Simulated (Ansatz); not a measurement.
# Se on Al(100): change of the work function

How does Se on the hollow site change the work function of Al(100) as the layer fills?

Program: Ansatz 0.2.0. Level of theory: plane-wave DFT, PBE, Ansatz PAW. Values are calculated unless marked as measured.

This is a report of a sequence of runs, with the program logs left out and the cost of each run kept.

**1. Starting point**

The cell holds 4 atoms: 4 Al. Cell: a = 2.864 Å, b = 2.864 Å, c = 24.075 Å, α = 90.0°, β = 90.0°, γ = 90.0°. Vacuum lies along c.

**2. The clean slab**

The bare slab comes first, as the zero from which every change is counted. The two lowest layers are held at bulk places and the upper ones relax. The dipole correction removes the false field that a one-sided slab makes across the periodic vacuum, so each face gets a flat vacuum level of its own.

Contents of input.yaml:

```yaml
crystal:
  lattice:
    - [2.8637824638, 0.0, 0.0]
    - [0.0, 2.8637824638, 0.0]
    - [0.0, 0.0, 24.075]
  atoms:
    - { symbol: Al, position: [0.5, 0.5, 0.3738317757] }
    - { symbol: Al, position: [0.0, 0.0, 0.4579439252] }
    - { symbol: Al, position: [0.5, 0.5, 0.5420560748] }
    - { symbol: Al, position: [0.0, 0.0, 0.6261682243] }
kpoints:
  mp_grid: { grid: [12, 12, 1] }
hamiltonian:
  xc: pbe
scf:
  occupations: { method: fermi_dirac, width: 0.1 }
  convergence: { dr2_threshold: 1.0e-08 }
efield:
  axis: 3
  dipole_correction: true
  ramp_position: 0.97
  ramp_width: 0.06
relax:
  f_tol: 0.02
  max_steps: 60
  constraints: [{ sites: [0, 1] }]
output:
  write_potential: true
  write_density: true
  volumetric_format: npy
```

On the command line:

```
> ansatz run input.yaml --threads 4 --pin off --max-ram 8192MiB --backend cpu --events-out ev --progress --plain --runs-dir out
```

The job ended after 6.1 s (4 threads of Arm Neoverse N1, shared host; peak memory 0.39 GiB; 22 s of CPU time).

Step by step:

| step | energy less that of the first step (eV) | largest force component (eV/Å) |
| --- | --- | --- |
| 1 | 0.0000 | 0.0860 |
| 2 | -0.0007 | 0.0199 |

Forces are held to the 8 operations that the program found; a distortion that breaks them can't arise in this run.

The atoms that moved most (Å):

| atom | dx | dy | dz | length |
| --- | --- | --- | --- | --- |
| Al3 | 0.000 | 0.000 | -0.016 | 0.016 |
| Al4 | 0.000 | 0.000 | 0.011 | 0.011 |

The relaxed structure:

```xyz
4
Lattice="2.8638 0.0000 0.0000 0.0000 2.8638 0.0000 0.0000 0.0000 24.0750" Properties=species:S:1:pos:R:3
Al    1.4319    1.4319    9.0000
Al    0.0000    0.0000   11.0250
Al    1.4319    1.4319   13.0343
Al    0.0000    0.0000   15.0859
```

Read from the output:

| Item | Value |
| --- | --- |
| energy at zero smearing | -2149.0408 eV |
| work function, upper face | 4.293 eV |
| dipole along the normal | 3.97e-4 e·Å |

Running mean over 2.025 Å of the planar mean; the ramp of the sawtooth is left out. The electron's electrostatic potential energy less the Fermi level by z:

z (Å), electron's electrostatic potential energy less the Fermi level (eV) and a bar from the least value:
```
        3       4.30 ##############################
        4       4.30 ##############################
        5       4.30 ##############################
        6       4.23 ##############################
        7       3.50 ###########################
        8      -0.52 ##############
        9      -4.18 #
       10      -4.56 
       11      -4.58 
       12      -4.62 
       13      -4.56 
       14      -4.45 #
       15      -4.25 #
       16      -0.94 ############
       17       3.30 ###########################
       18       4.21 ##############################
       19       4.29 ##############################
       20       4.29 ##############################
       21       4.29 ##############################
```

The relaxation took 2 steps and lowered the energy by 7.4e-4 eV; the largest force on the free atoms ends at 0.020 eV/Å.

The work function of the upper face is 4.29 eV.

**3. The covered slab, k-mesh 4×4×1, coverage 0.111 ML**

System of this step: Se/Al(100). The cell holds 37 atoms: 36 Al and 1 Se. Its edges and angles: a = 8.591 Å, b = 8.591 Å, c = 25.522 Å, α = 90.0°, β = 90.0°, γ = 90.0°. Vacuum lies along c.

The clean slab as it ended is repeated in the plane and the adsorbate is set on one face; the cell's size fixes the coverage, and the k-mesh shrinks with it to keep the sampling density about even. Adsorbate and upper layers relax, since the dipole depends on the height.

Contents of input.yaml:

```yaml
crystal:
  lattice:
    - [8.5913473914, 0.0, 0.0]
    - [0.0, 8.5913473914, 0.0]
    - [0.0, 0.0, 25.5215740695]
  atoms:
    - { symbol: Al, position: [0.1666666667, 0.1666666667, 0.3526428258] }
    - { symbol: Al, position: [0.0, 0.0, 0.4319874616] }
    - { symbol: Al, position: [0.1666666667, 0.1666666667, 0.510718198] }
    - { symbol: Al, position: [0.0, 0.0, 0.5911034374] }
    - { symbol: Al, position: [0.1666666667, 0.5, 0.3526428258] }
    - { symbol: Al, position: [0.0, 0.3333333333, 0.4319874616] }
    - { symbol: Al, position: [0.1666666667, 0.5, 0.510718198] }
    - { symbol: Al, position: [0.0, 0.3333333333, 0.5911034374] }
[... 25 atom lines left out ...]
    - { symbol: Al, position: [0.6666666667, 0.6666666667, 0.4319874616] }
    - { symbol: Al, position: [0.8333333333, 0.8333333333, 0.510718198] }
    - { symbol: Al, position: [0.6666666667, 0.6666666667, 0.5911034374] }
    - { symbol: Se, position: [0.1666666667, 0.1666666667, 0.6473571742] }
kpoints:
  mp_grid: { grid: [4, 4, 1] }
hamiltonian:
  xc: pbe
scf:
  occupations: { method: fermi_dirac, width: 0.1 }
  convergence: { dr2_threshold: 1.0e-08 }
efield:
  axis: 3
  dipole_correction: true
  ramp_position: 0.97
  ramp_width: 0.06
relax:
  f_tol: 0.02
  max_steps: 60
  constraints:
    - { sites: [0, 1, 4, 5, 8, 9, 12, 13, 16, 17, 20, 21, 24, 25, 28, 29, 32, 33] }
output:
  write_potential: true
  write_density: true
  volumetric_format: npy
```

The job ended after 3.1 min (4 threads; peak memory 3.6 GiB; 12 min of CPU time).

The steps of the relaxation:

| step | energy less that of the first step (eV) | largest force component (eV/Å) |
| --- | --- | --- |
| 1 | 0.0000 | 2.2769 |
| 2 | -0.3345 | 0.3728 |
| 3 | -0.3478 | 0.0253 |
| 4 | -0.3481 | 0.0050 |

The run keeps the 8 symmetry operations that the program found, so distortions that break them were not tested.

The atoms that moved most (Å):

| atom | dx | dy | dz | length |
| --- | --- | --- | --- | --- |
| Se37 | 0.000 | 0.000 | 0.205 | 0.205 |
| Al4 | -0.038 | -0.038 | -0.019 | 0.057 |
| Al16 | 0.038 | -0.038 | -0.019 | 0.057 |
| Al8 | -0.038 | 0.038 | -0.019 | 0.057 |
| Al20 | 0.038 | 0.038 | -0.019 | 0.057 |
| Al11 | 0.000 | 0.003 | 0.042 | 0.042 |
| Al27 | 0.003 | 0.000 | 0.042 | 0.042 |
| Al15 | -0.003 | 0.000 | 0.042 | 0.042 |

Final coordinates:

```xyz
37
Lattice="8.5913 0.0000 0.0000 0.0000 8.5913 0.0000 0.0000 0.0000 25.5216" Properties=species:S:1:pos:R:3
Al    1.4319    1.4319    9.0000
Al    0.0000    0.0000   11.0250
Al    1.4319    1.4319   13.0403
Al   -0.0377   -0.0377   15.0667
Al    1.4319    4.2957    9.0000
Al    0.0000    2.8638   11.0250
Al    1.4319    4.2926   13.0760
Al   -0.0377    2.9015   15.0667
Al    1.4319    7.1595    9.0000
Al    0.0000    5.7276   11.0250
Al    1.4319    7.1625   13.0760
Al   -0.0067    5.7276   15.0975
Al    4.2957    1.4319    9.0000
Al    2.8638    0.0000   11.0250
Al    4.2926    1.4319   13.0760
Al    2.9015   -0.0377   15.0667
Al    4.2957    4.2957    9.0000
Al    2.8638    2.8638   11.0250
Al    4.3100    4.3100   13.0015
Al    2.9015    2.9015   15.0667
Al    4.2957    7.1595    9.0000
Al    2.8638    5.7276   11.0250
Al    4.3100    7.1451   13.0015
Al    2.8705    5.7276   15.0975
Al    7.1595    1.4319    9.0000
Al    5.7276    0.0000   11.0250
Al    7.1625    1.4319   13.0760
Al    5.7276   -0.0067   15.0975
Al    7.1595    4.2957    9.0000
Al    5.7276    2.8638   11.0250
Al    7.1451    4.3100   13.0015
Al    5.7276    2.8705   15.0975
Al    7.1595    7.1595    9.0000
Al    5.7276    5.7276   11.0250
Al    7.1451    7.1451   13.0015
Al    5.7276    5.7276   15.0631
Se    1.4319    1.4319   16.7263
```

This step gave:

```
energy at zero smearing        : -24812.0290 eV
work function, upper face      : 4.377 eV
work function, lower face      : 4.314 eV
dipole along the normal        : -0.02582 e·Å
step between the vacuum levels : 0.06330 eV
```

Running mean over 2.025 Å of the planar mean; the ramp of the sawtooth is left out. Electron's electrostatic potential energy less the Fermi level against z:

| z (Å) | electron's electrostatic potential energy less the Fermi level (eV) |
| --- | --- |
| 3 | 4.31 |
| 4 | 4.31 |
| 5 | 4.31 |
| 6 | 4.25 |
| 7 | 3.51 |
| 8 | -0.501 |
| 9 | -4.16 |
| 10 | -4.55 |
| 11 | -4.57 |
| 12 | -4.58 |
| 13 | -4.54 |
| 14 | -4.50 |
| 15 | -4.41 |
| 16 | -1.60 |
| 17 | 2.47 |
| 18 | 3.91 |
| 19 | 4.34 |
| 20 | 4.37 |
| 21 | 4.38 |
| 22 | 4.38 |

The relaxation took 4 steps and lowered the energy by 0.35 eV; the largest force on the free atoms ends at 0.0050 eV/Å.

The covered face has 4.38 eV, +0.08 eV against the clean one; the bare back face has moved by +0.01 eV, a measure of how thin the slab is.

**4. The covered slab, k-mesh 6×6×1, coverage 0.25 ML**

System of this step: Se/Al(100). The cell holds 17 atoms: 16 Al and 1 Se. Its edges and angles: a = 5.728 Å, b = 5.728 Å, c = 25.522 Å, α = 90.0°, β = 90.0°, γ = 90.0°. Vacuum lies along c.

Another coverage, to see how the dipoles act on each other as their distance changes.

Contents of input.yaml:

```yaml
crystal:
  lattice:
    - [5.7275649276, 0.0, 0.0]
    - [0.0, 5.7275649276, 0.0]
    - [0.0, 0.0, 25.5215740695]
  atoms:
    - { symbol: Al, position: [0.25, 0.25, 0.3526428258] }
    - { symbol: Al, position: [0.0, 0.0, 0.4319874616] }
    - { symbol: Al, position: [0.25, 0.25, 0.510718198] }
    - { symbol: Al, position: [0.0, 0.0, 0.5911034374] }
    - { symbol: Al, position: [0.25, 0.75, 0.3526428258] }
    - { symbol: Al, position: [0.0, 0.5, 0.4319874616] }
    - { symbol: Al, position: [0.25, 0.75, 0.510718198] }
    - { symbol: Al, position: [0.0, 0.5, 0.5911034374] }
    - { symbol: Al, position: [0.75, 0.25, 0.3526428258] }
    - { symbol: Al, position: [0.5, 0.0, 0.4319874616] }
    - { symbol: Al, position: [0.75, 0.25, 0.510718198] }
    - { symbol: Al, position: [0.5, 0.0, 0.5911034374] }
    - { symbol: Al, position: [0.75, 0.75, 0.3526428258] }
    - { symbol: Al, position: [0.5, 0.5, 0.4319874616] }
    - { symbol: Al, position: [0.75, 0.75, 0.510718198] }
    - { symbol: Al, position: [0.5, 0.5, 0.5911034374] }
    - { symbol: Se, position: [0.25, 0.25, 0.6473571742] }
kpoints:
  mp_grid: { grid: [6, 6, 1] }
hamiltonian:
  xc: pbe
scf:
  occupations: { method: fermi_dirac, width: 0.1 }
  convergence: { dr2_threshold: 1.0e-08 }
efield:
  axis: 3
  dipole_correction: true
  ramp_position: 0.97
  ramp_width: 0.06
relax:
  f_tol: 0.02
  max_steps: 60
  constraints: [{ sites: [0, 1, 4, 5, 8, 9, 12, 13] }]
output:
  dos: { projected: true, e_range: [-8, 4] }
  write_potential: true
  write_density: true
  volumetric_format: npy
  elf: true
```

The job ended after 66 s (4 threads; peak memory 1.4 GiB; 4.3 min of CPU time).

Relaxation path:

| step | energy less that of the first step (eV) | largest force component (eV/Å) |
| --- | --- | --- |
| 1 | 0.0000 | 2.2525 |
| 2 | -0.3590 | 0.3697 |
| 3 | -0.3702 | 0.0396 |
| 4 | -0.3705 | 0.0057 |

Forces are held to the 8 operations that the program found; a distortion that breaks them can't arise in this run.

The atoms that moved most (Å):

| atom | dx | dy | dz | length |
| --- | --- | --- | --- | --- |
| Se17 | 0.000 | 0.000 | 0.208 | 0.208 |
| Al15 | 0.000 | 0.000 | -0.105 | 0.105 |
| Al8 | -0.047 | 0.047 | 0.004 | 0.067 |
| Al4 | -0.047 | -0.047 | 0.004 | 0.067 |
| Al16 | 0.047 | 0.047 | 0.004 | 0.067 |
| Al12 | 0.047 | -0.047 | 0.004 | 0.067 |
| Al7 | 0.000 | 0.000 | 0.065 | 0.065 |
| Al11 | 0.000 | 0.000 | 0.065 | 0.065 |

The relaxed structure:

```xyz
17
Lattice="5.7276 0.0000 0.0000 0.0000 5.7276 0.0000 0.0000 0.0000 25.5216" Properties=species:S:1:pos:R:3
Al    1.4319    1.4319    9.0000
Al    0.0000    0.0000   11.0250
Al    1.4319    1.4319   13.0789
Al   -0.0474   -0.0474   15.0900
Al    1.4319    4.2957    9.0000
Al    0.0000    2.8638   11.0250
Al    1.4319    4.2957   13.0992
Al   -0.0474    2.9111   15.0900
Al    4.2957    1.4319    9.0000
Al    2.8638    0.0000   11.0250
Al    4.2957    1.4319   13.0992
Al    2.9111   -0.0474   15.0900
Al    4.2957    4.2957    9.0000
Al    2.8638    2.8638   11.0250
Al    4.2957    4.2957   12.9291
Al    2.9111    2.9111   15.0900
Se    1.4319    1.4319   16.7299
```

Numbers from this step:

```
energy at zero smearing        : -14066.7876 eV
work function, upper face      : 4.480 eV
work function, lower face      : 4.353 eV
dipole along the normal        : -0.02301 e·Å
step between the vacuum levels : 0.1269 eV
```

The density of states has structure finer than the step of the table below, so its rows give means over 0.25 eV. Peaks (eV: height): -4.240: 16.5, -3.670: 15.3, -2.650: 14.5, -2.110: 13.1, 0.990: 15.5, 1.320: 16.1, 1.680: 15.3.

The density of states by energy, zero at the Fermi level; means over each step:

| energy (eV) | density of states (states/eV a cell) |
| --- | --- |
| -7.75 | 3.00 |
| -7.50 | 2.66 |
| -7.25 | 4.22 |
| -7.00 | 3.48 |
| -6.75 | 3.69 |
| -6.50 | 4.91 |
| -6.25 | 5.15 |
| -6.00 | 6.11 |
| -5.75 | 3.45 |
| -5.50 | 4.65 |
| -5.25 | 5.18 |
| -5.00 | 5.24 |
| -4.75 | 5.98 |
| -4.50 | 4.69 |
| -4.25 | 10.7 |
| -4.00 | 4.28 |
| -3.75 | 4.81 |
| -3.50 | 9.14 |
| -3.25 | 5.29 |
| -3.00 | 5.35 |
| -2.75 | 10.5 |
| -2.50 | 5.46 |
| -2.25 | 6.41 |
| -2.00 | 7.98 |
| -1.75 | 4.86 |
| -1.50 | 7.81 |
| -1.25 | 6.75 |
| -1.00 | 7.87 |
| -0.75 | 9.34 |
| -0.50 | 8.01 |
| -0.25 | 6.98 |
| 0.00 | 6.09 |
| 0.25 | 6.79 |
| 0.50 | 7.22 |
| 0.75 | 7.69 |
| 1.00 | 7.73 |
| 1.25 | 10.5 |
| 1.50 | 6.73 |
| 1.75 | 9.22 |

Projected DOS per atom over height of the atomic layer and energy from the Fermi level. Layers: Al4 Al4 Al4 Al4 Se from below.

Ten even steps from '_' (0.08 states/eV) to '@' (1.47 states/eV), each cell a mean:
```
--::::::::
::----::..
--....--..
--....::..
::........
--::::::::
--::::::::
--....::--
::......--
::......--
--::::::++
........==
........%%
::::::::@@
........++
........++
........::
..::......
..........
__....____
__....____
__________
```
Columns: height of the atomic layer (Å) from 9 to 16.7 (not evenly spaced); rows upwards: energy from the Fermi level (eV) from -7.96 to 1.95.

Valence density in the ca plane at fractional y = 0.250, with atoms of Al and Se within 0.2 Å of it. It is the smooth field of the valence electrons, not physical close to the nuclei.

Values in units of 1e0 e/Å³, 8 rows by 16 columns, each cell a mean:
```
0.1 0.2 0.2 0.2 0.2 0.2 0.2 0.1 0.1 0.0 0.0 0.0 0.0 0.0 0.0 0.0
0.1 0.1 0.2 0.1 0.2 0.1 0.2 0.1 0.0 0.0 0.0 0.0 0.0 0.0 0.0 0.0
0.1 0.1 0.2 0.1 0.2 0.1 0.2 0.1 0.0 0.0 0.0 0.0 0.0 0.0 0.0 0.0
0.1 0.2 0.2 0.2 0.2 0.2 0.2 0.2 0.1 0.1 0.0 0.0 0.0 0.0 0.0 0.0
0.1 0.2 0.2 0.2 0.2 0.2 0.2 0.2 0.5 0.5 0.1 0.0 0.0 0.0 0.0 0.0
0.1 0.1 0.2 0.1 0.2 0.1 0.2 0.2 5.7 9.4 0.2 0.0 0.0 0.0 0.0 0.0
0.1 0.1 0.2 0.1 0.2 0.1 0.2 0.2 3.3 5.3 0.1 0.0 0.0 0.0 0.0 0.0
0.1 0.2 0.2 0.2 0.2 0.2 0.2 0.2 0.3 0.3 0.0 0.0 0.0 0.0 0.0 0.0
```
Columns run along c (16.0 Å, from fractional 0.31 to 0.94 of the cell), rows up along a (5.7 Å). Atoms in or near the plane, at fractional coordinates: Al at (0.35, 0.25), Al at (0.51, 0.25), Al at (0.35, 0.75), Al at (0.51, 0.75), Se at (0.66, 0.25).

Electrostatic potential energy in the ca plane at fractional y = 0.250, with atoms of Al and Se within 0.2 Å of it. With pseudopotentials it is smooth inside the atoms' cores, unlike the true potential.

Ten even steps from '0' (-18 eV) to '9' (4 eV), each cell a mean:
```
88666788777887667887778899999999999999999999
85201478888862003688888999999999999999999999
61021058888730220478899999999999999999999999
60253048898720540378999999999999999999999999
62021058888730220478899999999999999999999999
85211478888863113688888999999999999999999999
88666788777887667887778899999999999999999999
98777888777887777887778888899999999999999999
87434678878875335788777533589999999999999999
73000268888740001578874000058999999999999999
61143057888720440378871034028999999999999999
61143057888720440378871034028999999999999999
73000268888740001578874000058999999999999999
87434678778875335788777522589999999999999999
98777888777887778887778888899999999999999999
```
Columns run along c (16.0 Å, from fractional 0.31 to 0.94 of the cell; values clipped at the 3rd and 97th percentile), rows up along a (5.7 Å). Atoms in or near the plane, at fractional coordinates: Al at (0.35, 0.25), Al at (0.51, 0.25), Al at (0.35, 0.75), Al at (0.51, 0.75), Se at (0.66, 0.25).

ELF in the ca plane at fractional y = 0.250, with atoms of Al and Se within 0.2 Å of it. It is the smooth field of the valence electrons, not physical close to the nuclei.

Ten even steps from '0' (0.00) to '9' (0.87), each cell a mean:
```
78987666766666777776543323221100000000000000
99865666555666447765432110000000000000000000
98311354333562002554332100000000000000000000
97241254323451211443322100000000000000000000
98311454333562003554332100000000000000000000
89865666555666456765432110000000000000000000
78987666766666777776543333321100000000000000
78887667776666677765445666664310000000000000
79987766656676667764347888887531000000000000
88523565434664225642257878999742000000000000
96231254223551111532257634899852100000000000
96231254223551111532257634899852100000000000
88523565434664125642257878999742000000000000
79987766656676667764347888987531000000000000
78887667776666677765445667664310000000000000
```
Columns run along c (16.0 Å, from fractional 0.31 to 0.94 of the cell), rows up along a (5.7 Å). Atoms in or near the plane, at fractional coordinates: Al at (0.35, 0.25), Al at (0.51, 0.25), Al at (0.35, 0.75), Al at (0.51, 0.75), Se at (0.66, 0.25).

The relaxation took 4 steps and lowered the energy by 0.37 eV; the largest force on the free atoms ends at 0.0057 eV/Å.

By hand: a sheet of dipoles makes a step −p/(ε₀A) in the electron's potential. With e/ε₀ = 180.95 V·Å, p = -0.02301 e·Å and A = 32.80 Å², that is −180.95 × (-0.02301) / 32.80 = +0.127 eV, and the two vacuum levels of the run differ by +0.127 eV.

The covered face has 4.48 eV, +0.19 eV against the clean one; the bare back face has moved by +0.05 eV, a measure of how thin the slab is.

[end of part 1 of 2]

[Long decimals in the printed logs are rounded to 6 places.]

[Logs are printed without paths, hosts, clocks, repeated set-up lines and the standing remarks that a program may print on its own settings, such as how far it seeks lower states.]

[Hosts, paths, dates, database ids (printed as entryN), source tags and the programs' standing remarks are cut or masked in the printed files.]

[Maps of the electrostatic potential energy from Ansatz leave out the sawtooth potential of an applied field or a dipole correction, so their vacuum need not be flat; planar profiles and work functions include it.]
